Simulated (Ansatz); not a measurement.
## CaGeS3 (model cell, started as cubic perovskite with Ge in the octahedra): phonons and vibrational spectra

Wanted: phonon frequencies of CaGeS3 (model cell, started as cubic perovskite with Ge in the octahedra) and what follows from them.

Method: DFT PBEsol, scalar-relativistic, plane waves, PAW; PAW set soft_1, in Ansatz 0.2.0.

The structure was built from a prototype and need not be the compound's stable phase.

### Step 1. Starting point

Symmetry: Pm-3m, No. 221, cubic system. The conventional cell has a = 4.645 Å, b = 4.645 Å, c = 4.645 Å, α = 90.00°, β = 90.00°, γ = 90.00°. Nearest to Ca lie 12 S at 3.28 Å. Ge has 6 S at 2.32 Å nearest. Nearest to S lie 2 Ge at 2.32 Å and 4 Ca at 3.28 Å. Farther neighbours and most contacts between anions are not listed.

### Step 2. Relaxation

The cell and atoms are relaxed, since residual forces and stress would shift the frequencies.

Input file input.yaml:

```yaml
crystal:
  lattice:
    - [4.6452, 0.0, 0.0]
    - [0.0, 4.6452, 0.0]
    - [0.0, 0.0, 4.6452]
  atoms:
    - { symbol: Ca, position: [0.0, 0.0, 0.0] }
    - { symbol: Ge, position: [0.5, 0.5, 0.5] }
    - { symbol: S, position: [0.5, 0.5, 0.0] }
    - { symbol: S, position: [0.5, 0.0, 0.5] }
    - { symbol: S, position: [0.0, 0.5, 0.5] }
kpoints:
  mp_grid: { grid: [8, 8, 8] }
hamiltonian:
  xc: pbesol
  pseudopotentials: { kind: paw, azcp: { folder: soft_1 }, xc_functional: pbe }
scf:
  occupations: { method: gaussian, width: 0.1 }
output:
  forces: true
  stress: true
  eigenvalues: true
relax:
  adjacent_minimum: "off"
  f_tol: 0.005
  max_steps: 80
  cell: { stress_tol: 0.05 }
```

Started as:

```
$ ansatz run input.yaml --threads 4 --pin off --max-ram 16384MiB --backend cpu --events-out ev --progress --plain --runs-dir out
```

Numbers of over 12 decimals in the logs are rounded to 6 here.

The program printed:

```text
Engine: ansatz 0.2.0, aarch64-unknown-linux-gnu
Pseudopotentials: kind: paw
Pseudopotential: Ca, paw, valence charge 10, recommended cutoff 420 eV (normal), soft_1/Ca.paw.azcp
Pseudopotential: Ge, paw, valence charge 14, recommended cutoff 420 eV (normal), soft_1/Ge.paw.azcp
Pseudopotential: S, paw, valence charge 6, recommended cutoff 420 eV (normal), soft_1/S.paw.azcp
Functional definition: PBEsol
  exchange = pbesol_x
  correlation = pbesol_c
Crystal: 5 atoms, lattice volume = 100.234 Å³
Basis set: ecut = 420 eV, 1935 PW (Γ), exchange–correlation on 64×64×64 points (8 copies of the dense FFT grid, shifted against one another)
Bands: 26, of which v1, the nominal top of the filled ones, is band 21 counted from 1 (20 counted from 0)
Symmetry: 48 space group operations
Space group: Pm-3m (ITA 221), of the structure as read, at distance tolerance 4.6e-5 Å
k-points: 35 of 512
Non-local potential: Ca, projectors of the file, l = 0: 3, l = 1: 2, l = 2: 2
Non-local potential: Ge, projectors of the file, l = 0: 2, l = 1: 2, l = 2: 3, l = 3: 1
Non-local potential: S, projectors of the file, l = 0: 2, l = 1: 2, l = 2: 1
PAW form: soft (Blöchl's): semilocal exchange-correlation on the pseudo side does not see the compensation charge
PAW frozen core: Ca, regenerated for the run's functional, and the local potential with it (the file was generated under x = pbe(κ = 0.804, μ = 0.219515), c = pbe(β = 0.066725))
PAW frozen core: Ge, regenerated for the run's functional, and the local potential with it (the file was generated under x = pbe(κ = 0.804, μ = 0.219515), c = pbe(β = 0.066725))
PAW frozen core: S, regenerated for the run's functional, and the local potential with it (the file was generated under x = pbe(κ = 0.804, μ = 0.219515), c = pbe(β = 0.066725))
PAW one-centre angular grid: Ca, 110 points (default); XC on 64 Gauss nodes
PAW one-centre angular grid: Ge, 590 points (default); XC on 64 Gauss nodes
PAW one-centre angular grid: S, 110 points (default); XC on 64 Gauss nodes
Initial density: superposition of atomic densities (chi_scale 0.1, normalization cell, long waves kept (reshape's long-wave potential 0.01 eV rms))
Initial wavefunctions: pseudopotential atomic-orbital guess
Functional: x = pbesol(κ = 0.804, μ = 0.123457), c = pbesol(β = 0.046)
SCF iter   1: F=—  HF=-8706.213972 eV  |F-HF|=—  |Δ(HF+E_count)|=         —  Δρ=3.97e-2  dr2=2.85e0  ethr=3.10e-3  ⟨swp⟩=8.9  Hψ=4989  notcnv=0
preconditioner: auto → Kerker (q_TF=auto, 2.360 Å⁻¹)  [metal: Δε(μ)=0.009 eV  Ē_g=7.479 eV  σ=0.100 eV  W_gap=0.05  n_scr=26 (ndim 8)  ℏωp=18.2 eV  f_vac=0.000  D(μ)=2.56/eV (n_scr^D=18)]
SCF iter   2: F=—  HF=-8705.549216 eV  |F-HF|=—  |Δ(HF+E_count)|=   6.65e-1  Δρ=2.07e-2  dr2=8.45e-1  ethr=3.10e-3  ⟨swp⟩=3.1  Hψ=1996  notcnv=0  defer=23
SCF iter   3: F=—  HF=-8705.289068 eV  |F-HF|=—  |Δ(HF+E_count)|=   2.60e-1  Δρ=5.48e-3  dr2=8.58e-2  ethr=2.01e-3  ⟨swp⟩=3.7  Hψ=2280  notcnv=0  defer=23
SCF iter   4: F=—  HF=-8705.264255 eV  |F-HF|=—  |Δ(HF+E_count)|=   2.48e-2  Δρ=1.91e-3  dr2=7.20e-3  ethr=2.04e-4  ⟨swp⟩=3.1  Hψ=2030  notcnv=0  defer=20
SCF iter   5: F=—  HF=-8705.260505 eV  |F-HF|=—  |Δ(HF+E_count)|=   3.75e-3  Δρ=1.15e-3  dr2=1.97e-3  ethr=1.71e-5  ⟨swp⟩=2.1  Hψ=1571  notcnv=0  defer=19
SCF iter   6: F=—  HF=-8705.260116 eV  |F-HF|=—  |Δ(HF+E_count)|=   3.90e-4  Δρ=3.83e-4  dr2=3.37e-4  ethr=4.69e-6  ⟨swp⟩=2.5  Hψ=1627  notcnv=0  defer=19
SCF iter   7: F=—  HF=-8705.260055 eV  |F-HF|=—  |Δ(HF+E_count)|=   6.10e-5  Δρ=8.28e-5  dr2=1.47e-5  ethr=8.03e-7  ⟨swp⟩=3.0  Hψ=1643  notcnv=0  defer=19
SCF iter   8: F=—  HF=-8705.260157 eV  |F-HF|=—  |Δ(HF+E_count)|=   1.03e-4  Δρ=1.31e-5  dr2=3.79e-7  ethr=3.49e-8  ⟨swp⟩=2.2  Hψ=1225  notcnv=0  defer=19
SCF iter   9: F=-8705.260157 eV  HF=-8705.260157 eV  |F-HF|=4.85e-9  |Δ(HF+E_count)|=   8.25e-9  Δρ=2.78e-6  dr2=1.04e-8  ethr=2.38e-10  ⟨swp⟩=11.3  Hψ=5009  notcnv=0
SCF 1 converged in 9 iterations: F = -8705.260157 eV  dr2 = 1.04e-8
  greatest PAW one-centre occupation: 0.999 electrons in one spin orbital (limit 2), on the Ge atom at site 1 (counted from 0), in its partial waves of l = 2
relax step   1: F+E_penalty+E_count = -8705.26015723 eV  Δ(F+E_penalty+E_count) = +0.000e0 eV  max|allowed force component| = 2.995e-29 eV/Å  Δτ_max = 0.0000 Å  P = +2.707 GPa  Ω = 100.234 Å³  (9 SCF iters, dr2 threshold 1.00e-7 eV, accepted)
Crystal: 5 atoms, lattice volume = 103.026 Å³
Basis set: ecut = 420 eV, 2007 PW (Γ), exchange–correlation on 64×64×64 points (8 copies of the dense FFT grid, shifted against one another)
Initial density: handed on by an earlier stage of this run
Initial wavefunctions: those handed on with the density
iter 1 solved again at ethr=7.15e-6 eV; its pass at ethr=3.10e-3 eV (dr2=3.00e-3 eV) is discarded
SCF iter   1: F=—  HF=-8705.288882 eV  |F-HF|=—  |Δ(HF+E_count)|=         —  Δρ=1.22e-3  dr2=3.07e-3  ethr=7.15e-6  ⟨swp⟩=2.1  Hψ=5296  notcnv=0
preconditioner: auto → Kerker (q_TF=auto, 2.349 Å⁻¹)  [metal: Δε(μ)=0.018 eV  Ē_g=8.754 eV  σ=0.100 eV  W_gap=0.10  n_scr=26 (ndim 8)  ℏωp=17.9 eV  f_vac=0.000  D(μ)=3.49/eV (n_scr^D=26)]
SCF iter   2: F=—  HF=-8705.288293 eV  |F-HF|=—  |Δ(HF+E_count)|=   5.89e-4  Δρ=7.66e-4  dr2=1.48e-3  ethr=7.15e-6  ⟨swp⟩=1.0  Hψ=910  notcnv=0
SCF iter   3: F=—  HF=-8705.287783 eV  |F-HF|=—  |Δ(HF+E_count)|=   5.10e-4  Δρ=1.90e-4  dr2=8.06e-5  ethr=3.53e-6  ⟨swp⟩=2.2  Hψ=1374  notcnv=0
SCF iter   4: F=—  HF=-8705.287895 eV  |F-HF|=—  |Δ(HF+E_count)|=   1.12e-4  Δρ=4.93e-5  dr2=2.81e-6  ethr=1.92e-7  ⟨swp⟩=3.0  Hψ=1614  notcnv=0
SCF iter   5: F=—  HF=-8705.287894 eV  |F-HF|=—  |Δ(HF+E_count)|=   8.40e-7  Δρ=2.20e-5  dr2=5.43e-7  ethr=1.19e-9  ⟨swp⟩=8.5  Hψ=4748  notcnv=0
SCF iter   6: F=-8705.287894 eV  HF=-8705.287894 eV  |F-HF|=2.06e-8  |Δ(HF+E_count)|=   2.05e-7  Δρ=7.08e-6  dr2=4.62e-8  ethr=1.19e-9  ⟨swp⟩=5.7  Hψ=3847  notcnv=0
SCF 2 converged in 6 iterations: F = -8705.287894 eV  dr2 = 4.62e-8
relax step   2: F+E_penalty+E_count = -8705.28789403 eV  Δ(F+E_penalty+E_count) = -2.774e-2 eV  max|allowed force component| = 7.363e-30 eV/Å  Δτ_max = 0.0000 Å  P = +0.594 GPa  Ω = 103.026 Å³  energy of the carried Pulay correction = -5.763e-4 eV  (6 SCF iters, dr2 threshold 5.00e-7 eV, accepted)
Crystal: 5 atoms, lattice volume = 103.840 Å³
iter 1 solved again at ethr=6.15e-7 eV; its pass at ethr=3.10e-3 eV (dr2=2.58e-4 eV) is discarded
SCF iter   1: F=—  HF=-8705.289274 eV  |F-HF|=—  |Δ(HF+E_count)|=         —  Δρ=3.46e-4  dr2=2.57e-4  ethr=6.15e-7  ⟨swp⟩=2.7  Hψ=5201  notcnv=0
preconditioner: auto → Kerker (q_TF=auto, 2.346 Å⁻¹)  [metal: Δε(μ)=0.018 eV  Ē_g=8.690 eV  σ=0.100 eV  W_gap=0.10  n_scr=26 (ndim 8)  ℏωp=17.9 eV  f_vac=0.000  D(μ)=3.50/eV (n_scr^D=26)]
SCF iter   2: F=—  HF=-8705.289363 eV  |F-HF|=—  |Δ(HF+E_count)|=   8.85e-5  Δρ=2.15e-4  dr2=1.23e-4  ethr=6.12e-7  ⟨swp⟩=1.0  Hψ=910  notcnv=0
SCF iter   3: F=—  HF=-8705.289320 eV  |F-HF|=—  |Δ(HF+E_count)|=   4.30e-5  Δρ=5.39e-5  dr2=7.49e-6  ethr=2.92e-7  ⟨swp⟩=2.1  Hψ=1217  notcnv=0
SCF iter   4: F=-8705.289318 eV  HF=-8705.289318 eV  |F-HF|=2.50e-7  |Δ(HF+E_count)|=   2.16e-6  Δρ=1.53e-5  dr2=1.95e-7  ethr=1.19e-9  ⟨swp⟩=5.7  Hψ=4701  notcnv=0
SCF 3 converged in 4 iterations: F = -8705.289318 eV  dr2 = 1.95e-7
relax step   3: F+E_penalty+E_count = -8705.28931762 eV  Δ(F+E_penalty+E_count) = -1.424e-3 eV  max|allowed force component| = 1.751e-29 eV/Å  Δτ_max = 0.0000 Å  P = +0.035 GPa  Ω = 103.840 Å³  energy of the carried Pulay correction = -7.413e-4 eV  (4 SCF iters, dr2 threshold 5.00e-7 eV, accepted)
Initial wavefunctions: pseudopotential atomic-orbital guess (no wavefunctions were taken with the density)
iter 1 solved again at ethr=4.54e-7 eV; its pass at ethr=3.10e-3 eV (dr2=1.91e-4 eV) is discarded
SCF iter   1: F=—  HF=-8705.289950 eV  |F-HF|=—  |Δ(HF+E_count)|=         —  Δρ=7.20e-5  dr2=5.41e-7  ethr=4.54e-7  ⟨swp⟩=3.9  Hψ=7380  notcnv=0
preconditioner: auto → Kerker (q_TF=auto, 2.346 Å⁻¹)  [metal: Δε(μ)=0.018 eV  Ē_g=8.679 eV  σ=0.100 eV  W_gap=0.10  n_scr=26 (ndim 8)  ℏωp=17.9 eV  f_vac=0.000  D(μ)=3.49/eV (n_scr^D=26)]
SCF iter   2: F=—  HF=-8705.290102 eV  |F-HF|=—  |Δ(HF+E_count)|=   1.51e-4  Δρ=3.77e-5  dr2=2.04e-7  ethr=1.29e-9  ⟨swp⟩=2.6  Hψ=1712  notcnv=0
SCF iter   3: F=—  HF=-8705.290106 eV  |F-HF|=—  |Δ(HF+E_count)|=   3.85e-6  Δρ=3.78e-6  dr2=2.61e-8  ethr=4.87e-10  ⟨swp⟩=2.4  Hψ=1613  notcnv=0
SCF iter   4: F=—  HF=-8705.290106 eV  |F-HF|=—  |Δ(HF+E_count)|=   2.30e-8  Δρ=3.12e-6  dr2=1.01e-8  ethr=6.21e-11  ⟨swp⟩=2.0  Hψ=1421  notcnv=0
SCF iter   5: F=—  HF=-8705.290106 eV  |F-HF|=—  |Δ(HF+E_count)|=   1.98e-8  Δρ=8.54e-7  dr2=8.50e-10  ethr=2.40e-11  ⟨swp⟩=3.0  Hψ=1648  notcnv=0
SCF iter   6: F=-8705.290106 eV  HF=-8705.290106 eV  |F-HF|=1.82e-11  |Δ(HF+E_count)|=  6.00e-10  Δρ=2.64e-7  dr2=4.82e-11  ethr=1.00e-12  ⟨swp⟩=5.1  Hψ=4370  notcnv=0
SCF 4 converged in 6 iterations: F = -8705.290106 eV  dr2 = 4.82e-11
relax step   4: F+E_penalty+E_count = -8705.29010563 eV  Δ(F+E_penalty+E_count) = -7.880e-4 eV  max|allowed force component| = 3.150e-29 eV/Å  Δτ_max = 0.0000 Å  P = +0.039 GPa  Ω = 103.840 Å³  stress off target by 3.85e-2 GPa  SCF on the basis re-selected at this cell (its energy is not comparable with the rows above)  (6 SCF iters)
basis re-selected at this cell: Δ(F+E_penalty+E_count) = -7.880e-4 eV, ΔP = +0.003 GPa vs the last step (what re-selecting the basis moved, of the pressure what is left beyond the Pulay correction that the steps carried, after the strain that the cell walked since its last selection, with what the two solves' SCF thresholds leave and, on support functions, any second-order correction that the steps lacked; it is no m [...]
SCF converged after 6 iterations
Free energy (F): -8705.290106 eV
Harris-Foulkes:  -8705.290106 eV  (|F-HF|=1.82e-11)
Internal energy: -8705.272659 eV  (E = F + TS)
E sigma→0 (E₀):  -8705.281382 eV
Entropy (-TS):   -0.017447 eV (-3.489 meV/atom)
Fermi energy:    7.285953 eV
--- Per-component energies (eV) ---
  E_band       = -291.947898
  E_kinetic    = 662.898541
  E_local      = -3578.366056  (includes V_loc(G=0)·N_el)
  E_nonlocal   = 415.745589
  E_hartree    = 1537.203919
  E_xc         = -462.069143
  E_vxc        = -471.382804  (∫ρ·V_xc dr)
  E_paw        = -4594.084087  (= ΣΔE_a)
  E_vpaw       = -395.251188  (= ΣTr[D̂ρ^β])
  E_aug_tail   = 0.000009  (compensation charges beyond the density's cutoff)
  E_ewald      = -2687.824011
  E_core_change = 1.222580  (= ΣΔE_core)
  E_smearing   = -0.017447  (= −TS)
  E_closure    = 0.000000  (closes the sum)
  Σ components = -8705.290106   (vs F -8705.290106, Δ=0.00e0)
--- Forces (eV/Å), atoms counted from 1 ---
  atom   1  Ca     0.00000000     0.00000000    -0.00000000
  atom   2  Ge     0.00000000    -0.00000000     0.00000000
  atom   3  S     -0.00000000     0.00000000    -0.00000000
  atom   4  S      0.00000000    -0.00000000    -0.00000000
  atom   5  S     -0.00000000     0.00000000     0.00000000
  max |Σ_I F_I| component: 3.18e-29 eV/Å
--- Stress (GPa, compression-positive) ---
        0.038504      -0.000000       0.000000
       -0.000000       0.038504       0.000000
        0.000000       0.000000       0.038504
  P = ⅓ Tr σ = 0.0385 GPa (0.385 kbar)
--- Band table (eV; the first three rows and the last of 35) ---
  k-point 0: bands = [... 17 lower, 6.1743, 6.1743, 6.4337, 6.4337, 6.4337, 10.0456, 10.0456, 10.2662, ... 1 higher]
  k-point 1: bands = [... 17 lower, 6.0357, 6.0357, 6.2585, 6.3606, 6.3606, 10.1640, 10.3154, 10.4480, ... 1 higher]
  k-point 2: bands = [... 17 lower, 5.6680, 5.6737, 6.2223, 6.2651, 6.2651, 10.4691, 10.5894, 10.9164, ... 1 higher]
  k-point 34: bands = [... 17 lower, 6.1136, 7.6976, 7.6976, 7.6976, 9.7089, 9.7089, 9.7089, 9.7284, ... 1 higher]
--- Relaxed structure (3 steps of the walk, 3 accepted, 1 SCFs on fresh bases) ---
  F+E_penalty+E_count = -8705.29010563 eV   max|allowed force component| = 3.150e-29 eV/Å   (the final SCF, on the basis selected at the relaxed cell)
  cell:  # Å, volume = 103.8403 Å³
    - [4.700261, 0, 0]
    - [0, 4.700261, 0]
    - [0, 0, 4.700261]
  atoms:
    - { symbol: Ca, position: [0, 0, 0] }
    - { symbol: Ge, position: [0.500000, 0.500000, 0.500000] }
    - { symbol: S, position: [0.500000, 0.500000, 0] }
    - { symbol: S, position: [0.500000, 0, 0.500000] }
    - { symbol: S, position: [0, 0.500000, 0.500000] }
```

Run time: 8.4 s. Hardware: 4 threads of Arm Neoverse V1, shared host; peak memory 0.44 GiB; 29 s of CPU time.

The steps of the relaxation:

```
step  energy less that of the first step (eV)  largest force component (eV/Å)  pressure (GPa)  volume (Å³)
   1                                   0.0000                          0.0000            2.71       100.23
   2                                  -0.0277                          0.0000            0.59       103.03
   3                                  -0.0292                          0.0000            0.04       103.84
  4*                                  -0.0299                          0.0000            0.04       103.84
```

Relaxation steps marked * repeat the geometry before them on a plane-wave basis chosen anew for their cell, so energy and pressure can jump there.

The run keeps the 48 symmetry operations that it works with, so distortions that break them were not tested.

```
conventional cell, symmetrised  before  after  change
                         a (Å)   4.645  4.700  +1.2 %
                         b (Å)   4.645  4.700  +1.2 %
                         c (Å)   4.645  4.700  +1.2 %
              volume (Å³/atom)   20.05  20.77  +3.6 %
```

Final coordinates:

```xyz
5
Lattice="4.7003 0.0000 0.0000 0.0000 4.7003 0.0000 0.0000 0.0000 4.7003" Properties=species:S:1:pos:R:3 pbc="T T T"
Ca    0.0000    0.0000    0.0000
Ge    2.3501    2.3501    2.3501
S     2.3501    2.3501    0.0000
S     2.3501    0.0000    2.3501
S     0.0000    2.3501    2.3501
```

This step gave:

- pressure: 0.03850 GPa
- volume per atom: 20.77 Å³
- gap on the k-mesh: 0 eV

In this step the volume went from 20.05 to 20.77 Å³/atom.

### Step 3. Tight relaxation

Phonons need a cell at rest on their own settings, so the relaxation is repeated with tight tolerances on forces and stress on the k mesh and occupations of the first response run.

Edit input.yaml of step 2 so:

```diff
@@ -2,5 +2,5 @@
   lattice:
-    - [4.6452, 0.0, 0.0]
-    - [0.0, 4.6452, 0.0]
-    - [0.0, 0.0, 4.6452]
+    - [4.7002613175, 0.0, 0.0]
+    - [0.0, 4.7002613175, 0.0]
+    - [0.0, 0.0, 4.7002613175]
   atoms:
@@ -17,3 +17,3 @@
 scf:
-  occupations: { method: gaussian, width: 0.1 }
+  occupations: { method: methfessel_paxton, width: 0.2 }
 output:
@@ -22,6 +22,10 @@
   eigenvalues: true
+  write_density: true
+  write_potential: true
+  elf: true
+  volumetric_format: npy
 relax:
   adjacent_minimum: "off"
-  f_tol: 0.005
-  max_steps: 80
-  cell: { stress_tol: 0.05 }
+  f_tol: 0.001
+  max_steps: 60
+  cell: { stress_tol: 0.01 }
```

The program printed:

```text
[...]
Crystal: 5 atoms, lattice volume = 103.840 Å³
Basis set: ecut = 420 eV, 2007 PW (Γ), exchange–correlation on 64×64×64 points (8 copies of the dense FFT grid, shifted against one another)
Bands: 26, of which v1, the nominal top of the filled ones, is band 21 counted from 1 (20 counted from 0)
Symmetry: 48 space group operations
[...]
k-points: 35 of 512
[...]
--- Relaxed structure (2 steps of the walk, 2 accepted, 1 SCFs on fresh bases) ---
[...]
cell:  # Å, volume = 103.8745 Å³
    - [4.700777, 0, 0]
    - [0, 4.700777, 0]
    - [0.0, 0, 4.700777]
  atoms:
    - { symbol: Ca, position: [0, 0, 0] }
    - { symbol: Ge, position: [0.5, 0.5, 0.5] }
    - { symbol: S, position: [0.5, 0.5, 0] }
    - { symbol: S, position: [0.5, 0, 0.5] }
    - { symbol: S, position: [0, 0.5, 0.5] }
[key lines of the parts left out:]
SCF converged after 6 iterations
Free energy (F): -8705.286750 eV
Fermi energy:    7.280752 eV
P = ⅓ Tr σ = 0.0067 GPa (0.067 kbar)
```

Wall time 6.3 s (4 threads); peak memory 0.45 GiB; 22 s of CPU time.

Little changed from the start: no atom moved by 0.005 Å and no cell edge by 0.1 %.

Numbers from this step:

```
pressure : 0.006653 GPa
```

Valence density in the ac plane at fractional y = 0.500, with atoms of Ge and S within 0.2 Å of it. It is the smooth field of the valence electrons, not physical close to the nuclei.

Values in e/Å³, 14 rows by 14 columns, each cell a mean:
```
 0  0  0  0  1  1  1  1  1  1  0  0  0  0
 0  0  0  0  0  1  1  1  1  1  0  0  0  0
 0  0  0  0  0  0  1  1  1  0  0  0  0  0
 0  0  0  0  0  0  0  1  0  0  0  0  0  0
 1  1  0  0  0  0  1  1  1  0  0  0  1  1
 1  1  1  0  0  1  7 11  4  1  0  1  1  1
 0  1  1  1  1  3 21 37 11  1  1  1  1  1
 1  1  1  1  1  2 12 21  7  1  0  1  1  1
 1  1  1  0  0  1  2  3  1  0  0  0  1  1
 1  0  0  0  0  0  1  1  0  0  0  0  0  1
 0  0  0  0  0  0  1  1  0  0  0  0  0  0
 0  0  0  0  0  1  1  1  1  0  0  0  0  0
 0  0  0  0  0  1  1  1  1  1  0  0  0  0
 0  0  0  0  1  1  1  0  1  1  0  0  0  0
```
Columns run along a (4.7 Å), rows up along c (4.7 Å). Atoms in or near the plane, at fractional coordinates: Ge at (0.50, 0.50), S at (0.50, 0.00), S at (0.00, 0.50).

ELF in the ac plane at fractional y = 0.500, with atoms of Ge and S within 0.2 Å of it. It is the smooth field of the valence electrons, not physical close to the nuclei.

Values, 14 rows by 14 columns, each cell a mean:
```
0.05 0.07 0.24 0.64 0.84 0.77 0.30 0.11 0.52 0.84 0.79 0.46 0.15 0.05
0.18 0.12 0.13 0.37 0.69 0.79 0.70 0.63 0.76 0.78 0.57 0.23 0.11 0.15
0.55 0.37 0.16 0.15 0.39 0.63 0.75 0.77 0.71 0.55 0.26 0.13 0.23 0.46
0.83 0.73 0.44 0.18 0.22 0.39 0.52 0.55 0.48 0.32 0.17 0.26 0.57 0.79
0.85 0.83 0.71 0.42 0.31 0.36 0.38 0.37 0.38 0.33 0.32 0.55 0.78 0.84
0.41 0.64 0.78 0.61 0.42 0.34 0.23 0.21 0.27 0.38 0.48 0.71 0.76 0.52
0.02 0.32 0.76 0.69 0.46 0.30 0.22 0.47 0.21 0.37 0.55 0.77 0.63 0.11
0.16 0.48 0.77 0.66 0.45 0.32 0.19 0.22 0.23 0.38 0.52 0.75 0.70 0.30
0.74 0.79 0.75 0.51 0.36 0.36 0.32 0.30 0.34 0.36 0.39 0.63 0.79 0.77
0.87 0.80 0.58 0.27 0.24 0.36 0.45 0.46 0.42 0.31 0.22 0.39 0.69 0.84
0.71 0.54 0.26 0.13 0.27 0.51 0.66 0.69 0.61 0.42 0.18 0.15 0.37 0.64
0.30 0.19 0.12 0.26 0.58 0.75 0.77 0.76 0.78 0.71 0.44 0.16 0.13 0.24
0.08 0.08 0.19 0.54 0.80 0.79 0.48 0.32 0.64 0.83 0.73 0.37 0.12 0.07
0.03 0.08 0.30 0.71 0.87 0.74 0.16 0.02 0.41 0.85 0.83 0.55 0.18 0.05
```
Columns run along a (4.7 Å), rows up along c (4.7 Å). Atoms in or near the plane, at fractional coordinates: Ge at (0.50, 0.50), S at (0.50, 0.00), S at (0.00, 0.50).

Electrostatic potential energy in the ac plane at fractional y = 0.500, with atoms of Ge and S within 0.2 Å of it. With pseudopotentials it is smooth inside the atoms' cores, unlike the true potential.

Ten even steps from '0' (-33 eV) to '9' (12 eV), each cell a mean:
```
99997200048999
99998521379999
99999876789999
89999877789998
35898644578874
00586444357730
20375345447610
00476444447720
13787543468852
78998765689987
99999877899999
99999743589999
99998300059999
99997102038999
```
Columns run along a (4.7 Å; values clipped at the 3rd and 97th percentile), rows up along c (4.7 Å). Atoms in or near the plane, at fractional coordinates: Ge at (0.50, 0.50), S at (0.50, 0.00), S at (0.00, 0.50).

The forces vanish by symmetry and the pressure is 0.007 GPa, within the tolerances set. The cell now holds 20.77 Å³/atom.

[end of part 1 of 2]

[Logs are printed without paths, hosts, clocks, repeated set-up lines and the standing remarks that a program may print on its own settings, such as how far it seeks lower states.]

[Hosts, paths, dates, database ids (printed as entryN), source tags and the programs' standing remarks are cut or masked in the printed files.]
